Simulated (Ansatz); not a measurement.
# SiNi (Pnma): zone-centre modes under pressure, part 2 of 2

Aim: how do the optical modes of SiNi (Pnma) move with volume?

Ansatz 0.2.0; DFT PBEsol, scalar-relativistic, plane waves, PAW; PAW set soft_1.

So far, highest optical mode at the zone centre (no LO-TO term) (cm⁻¹): step 4 (modes at rest) 415; step 6 (volume ratio 1.06) 384.

**7. A member of the series: 0.9 times the volume at rest**

The cell is set to 0.9 times the volume at rest, and shape and atoms relax at that volume.

The input, input.yaml:

```yaml
crystal:
  lattice:
    - [4.8947327307, 0.0, 0.0]
    - [0.0, 3.3090907757, 0.0]
    - [0.0, 0.0, 5.2463554772]
  atoms:
    - { symbol: Si, position: [0.326298664, 0.75, 0.0934896987] }
    - { symbol: Si, position: [0.173701336, 0.25, 0.5934896987] }
    - { symbol: Si, position: [0.826298664, 0.75, 0.4065103013] }
    - { symbol: Si, position: [0.673701336, 0.25, 0.9065103013] }
    - { symbol: Ni, position: [0.0135901992, 0.25, 0.1829040094] }
    - { symbol: Ni, position: [0.4864098008, 0.75, 0.6829040094] }
    - { symbol: Ni, position: [0.5135901992, 0.25, 0.3170959906] }
    - { symbol: Ni, position: [0.9864098008, 0.75, 0.8170959906] }
kpoints:
  mp_grid: { grid: [8, 12, 6] }
hamiltonian:
  xc: pbesol
  pseudopotentials: { kind: paw, azcp: { folder: soft_1 }, xc_functional: pbe }
scf:
  occupations: { method: methfessel_paxton, width: 0.2 }
output:
  forces: true
  stress: true
  eigenvalues: true
relax:
  adjacent_minimum: "off"
  f_tol: 0.001
  max_steps: 60
  cell: { stress_tol: 0.01, fix: [volume] }
```

Launch:

```sh
ansatz run input.yaml --threads 4 --pin off --max-ram 16384MiB --backend cpu --events-out ev --progress --plain --runs-dir out
```

Elapsed: 78 s, on 4 threads of Arm Neoverse V1, shared host; peak memory 0.75 GiB; 5.1 min of CPU time.

Step by step:

```
step  energy less that of the first step (eV)  largest force component (eV/Å)  pressure (GPa)  volume (Å³)
   1                                   0.0000                          0.0541           24.38        84.98
   2                                  -0.0016                          0.0288           24.21        84.98
   3                                  -0.0041                          0.0192           23.73        84.98
   4                                  -0.0047                          0.0294           23.49        84.98
   5                                  -0.0050                          0.0027           23.44        84.98
   6                                  -0.0050                          0.0012           23.43        84.98
   7                                  -0.0050                          0.0001           23.43        84.98
  8*                                  -0.0050                          0.0001           23.43        84.98
```

Relaxation steps marked * repeat the geometry before them on a plane-wave basis chosen anew for their cell, so energy and pressure can jump there.

Forces are held to the 8 operations that the run works with; a distortion that breaks them can't arise in this run.

| conventional cell, symmetrised | before | after | change |
| --- | --- | --- | --- |
| a (Å) | 4.895 | 4.879 | -0.3 % |
| b (Å) | 3.309 | 3.357 | +1.4 % |
| c (Å) | 5.246 | 5.189 | -1.1 % |
| volume (Å³/atom) | 10.62 | 10.62 | +0.0 % |

The atoms that moved most (Å, as changes of fractional coordinates times the final cell):

```csv
atom,dx,dy,dz,length
Si4,-0.009,0.000,-0.024,0.026
Si2,-0.009,0.000,0.024,0.026
Si1,0.009,0.000,0.024,0.026
Si3,0.009,0.000,-0.024,0.026
Ni8,-0.009,0.000,0.008,0.012
Ni5,0.009,0.000,-0.008,0.012
Ni7,0.009,0.000,0.008,0.012
Ni6,-0.009,0.000,-0.008,0.012
```

Numbers from this step:

| Property | Result |
| --- | --- |
| pressure | 23.43 GPa |
| volume per atom | 10.62 Å³ |

The largest force component left is 0.050 meV/Å, at a pressure of 23.43 GPa.

**8. Modes of this member: 0.9 times the volume at rest**

The zone-centre modes follow for 0.9 times the volume at rest.

input.yaml, the sections that differ from step 7:

```yaml
crystal:
  lattice:
    - [4.8791922318, 0.0, 0.0]
    - [0.0, 3.3565858093, 0.0]
    - [0.0, 0.0, 5.1885940639]
  atoms:
    - { symbol: Si, position: [0.328197961, 0.75, 0.0980730227] }
    - { symbol: Si, position: [0.171802039, 0.25, 0.5980730227] }
    - { symbol: Si, position: [0.828197961, 0.75, 0.4019269773] }
    - { symbol: Si, position: [0.671802039, 0.25, 0.9019269773] }
    - { symbol: Ni, position: [0.0154484012, 0.25, 0.1813418433] }
    - { symbol: Ni, position: [0.4845515988, 0.75, 0.6813418433] }
    - { symbol: Ni, position: [0.5154484012, 0.25, 0.3186581567] }
    - { symbol: Ni, position: [0.9845515988, 0.75, 0.8186581567] }
output:
  eigenvalues: true
phonons:
  method: dfpt
# kpoints, hamiltonian, scf: as in step 7
# relax: removed
```

It took 3.4 min on 4 threads; peak memory 2.7 GiB; 13 min of CPU time.

This step gave:

* sum-rule residual before enforcement: 1.11e-5 eV/Å²
* highest optical mode at the zone centre (no LO-TO term): 460.9 cm⁻¹
* lowest optical zone-centre mode: 181.7 cm⁻¹

Patterns of degenerate modes are one choice out of their space. Modes at Γ, with each element's share of the kinetic energy:

```csv
mode,frequency (cm⁻¹),symmetry,Si %,Ni %
1,0.0,acoustic,32,68
2,0.0,acoustic,32,68
3,0.0,acoustic,32,68
4,181.7,B1g,29,71
5,198.9,B3u,12,88
6,208.5,Au,5,95
7,231.1,Ag,10,90
8,259.5,B3g,7,93
9,260.6,B2g,39,61
10,266.4,Ag,21,79
11,267.0,B1u,59,41
12,316.9,B2g,1,99
13,335.1,B1u,35,65
14,341.2,Ag,98,2
15,342.5,B3u,70,30
16,368.7,Au,95,5
17,401.9,B3g,93,7
18,404.9,B2g,71,29
19,410.9,B2u,68,32
20,420.8,Ag,71,29
21,444.8,B1g,71,29
22,448.1,B3u,86,14
23,448.9,B1u,74,26
24,460.9,B2g,90,10
```

The lowest optical mode is real, 182 cm⁻¹, and the highest lies at 460.9 cm⁻¹.

For the highest optical mode at the zone centre (no LO-TO term), step 4 gave 415 cm⁻¹; this run, with volume ratio 0.9, gives 461 cm⁻¹ (+11 %).

**9. All members side by side**

The members are set side by side, also those not shown above.

Each row is one cell with its response, relaxed at fixed volume as far as symmetry leaves anything free; energies are extrapolated to zero smearing, and E0 is that at rest; shape and atoms are relaxed in each cell where symmetry leaves them free; all runs use 8×12×6 k points and Methfessel-Paxton smearing of 0.2 eV. State of the crystal along the series:

```csv
volume ratio,V (Å³/atom),pressure (GPa),E - E0 (meV/atom),first cell vector (Å),third cell vector (Å)
0.9,10.62,23.43,80.48,4.879,5.189
0.92,10.86,18.06,49.91,4.931,5.285
0.94,11.09,12.88,27.11,4.974,5.353
0.96,11.33,8.14,11.65,5.014,5.412
0.98,11.57,3.859,2.831,5.052,5.468
0.99,11.68,1.879,0.7054,5.071,5.494
1,11.8,0.0015,0,5.088,5.52
1.02,12.04,-3.466,2.563,5.123,5.57
1.04,12.27,-6.573,9.972,5.155,5.617
1.06,12.51,-9.354,21.72,5.186,5.664
```

Each mode is tracked from rest by its pattern, and modes that stay within 0.3 cm⁻¹ of each other stand once; the 10 lowest of 21 levels; shape and atoms are relaxed in each cell where symmetry leaves them free; all runs use 8×12×6 k points and Methfessel-Paxton smearing of 0.2 eV. Optical modes along the series:

```
V (Å³/atom)  mode 4 B1g (cm⁻¹)  mode 5 Au (cm⁻¹)  mode 6 B3u (cm⁻¹)  mode 7 (cm⁻¹)  mode 8 to Ag (cm⁻¹)  mode 9 Ag (cm⁻¹)  mode 10 B1u (cm⁻¹)  mode 11 B2g (cm⁻¹)  mode 12 B2g (cm⁻¹)  mode 13 B1u (cm⁻¹)
      10.62              181.7             208.5              198.9          259.5                231.1             266.4                 267               260.6               316.9               335.1
      10.86              177.2             202.9              199.1          249.8                228.5             258.3               256.7               254.4                 307                 327
      11.09              171.8             195.6              199.9          238.7                223.7             249.7               248.6               248.8               296.4               317.1
      11.33              166.5             188.1              198.4          227.7                218.3             241.1               241.2               243.3               285.8               306.9
      11.57              161.5             180.8              195.4            217                212.6             232.8               234.1               237.8               275.2               296.6
      11.68              159.1             177.1              193.6          211.8                209.6             228.7               230.7               235.2               270.1               291.5
       11.8              156.7             173.6              191.5          206.6                206.7             224.8               227.3               232.6               264.9               286.4
      12.04              152.1             166.6                187          196.5                200.7               217               220.9               227.6               254.9               276.4
      12.27              147.7             159.7              182.3          186.6                194.8             209.4               214.8               222.9               245.2               266.5
      12.51              143.4             153.1              177.4            177                188.8               202               208.9               218.3               235.8                 257
```

From cubic fits (parabolas where under five rows exist) of ln ω and P against ln V through the rows within about 4 % of rest: γ = −d ln ω / d ln V and dω/dP = γ ω / B. Slopes at rest:

```csv
mode,fitted frequency at rest (cm⁻¹),Grüneisen parameter γ,dω/dP (cm⁻¹/GPa)
mode 4 B1g,156.7,1.49,1.28
mode 5 Au,173.6,2.05,1.94
mode 6 B3u,191.5,1.11,1.16
mode 7,206.6,2.48,2.8
mode 8 to Ag,206.7,1.43,1.62
mode 9 Ag,224.8,1.76,2.16
mode 10 B1u,227.3,1.45,1.8
mode 11 B2g,232.6,1.1,1.4
mode 12 B2g,265,1.92,2.78
mode 13 B1u,286.4,1.77,2.77
mode 14 Ag,299.5,1.63,2.66
mode 15 B3u,301.6,1.51,2.5
mode 16 Au,304.8,1.79,2.99
```

**10. Results**

| Property | Result |
| --- | --- |
| members | 10 |
| highest optical mode at the zone centre (no LO-TO term), at rest | 415.1 cm⁻¹ |
| bulk modulus at rest | 183 GPa |
| mode 13 B1u, γ | 1.77 |
| mode 14 Ag, γ | 1.63 |
| mode 15 B3u, γ | 1.51 |
| mode 16 Au, γ | 1.79 |

What this shows: The series spans -9.4 to 23.4 GPa, and the slope at rest gives a bulk modulus of 183 GPa. Among the modes in the table of slopes γ runs from 1.10 (mode 11 B2g) to 2.48 (mode 7). One k mesh and one cutoff serve the ground states and modes of all volumes. These are harmonic frequencies at zero temperature: anharmonic shifts, linewidths and thermal expansion are left out. With no gap, or one that is small against the smearing, the frequencies hang on the k mesh and the smearing, most of all near Kohn anomalies. The runs are without spin polarisation, although Ni often carries a moment. The PAW files were made for PBE; the program adapts parts of them to the functional of the run, but their partial waves stay those of PBE, an approximation that was not tested in this session. Only the zone centre was solved, so an instability at another wavevector cannot show here.

[Logs are printed without paths, hosts, clocks, repeated set-up lines and the standing remarks that a program may print on its own settings, such as how far it seeks lower states.]

[Hosts, paths, dates, database ids (printed as entryN), source tags and the programs' standing remarks are cut or masked in the printed files.]
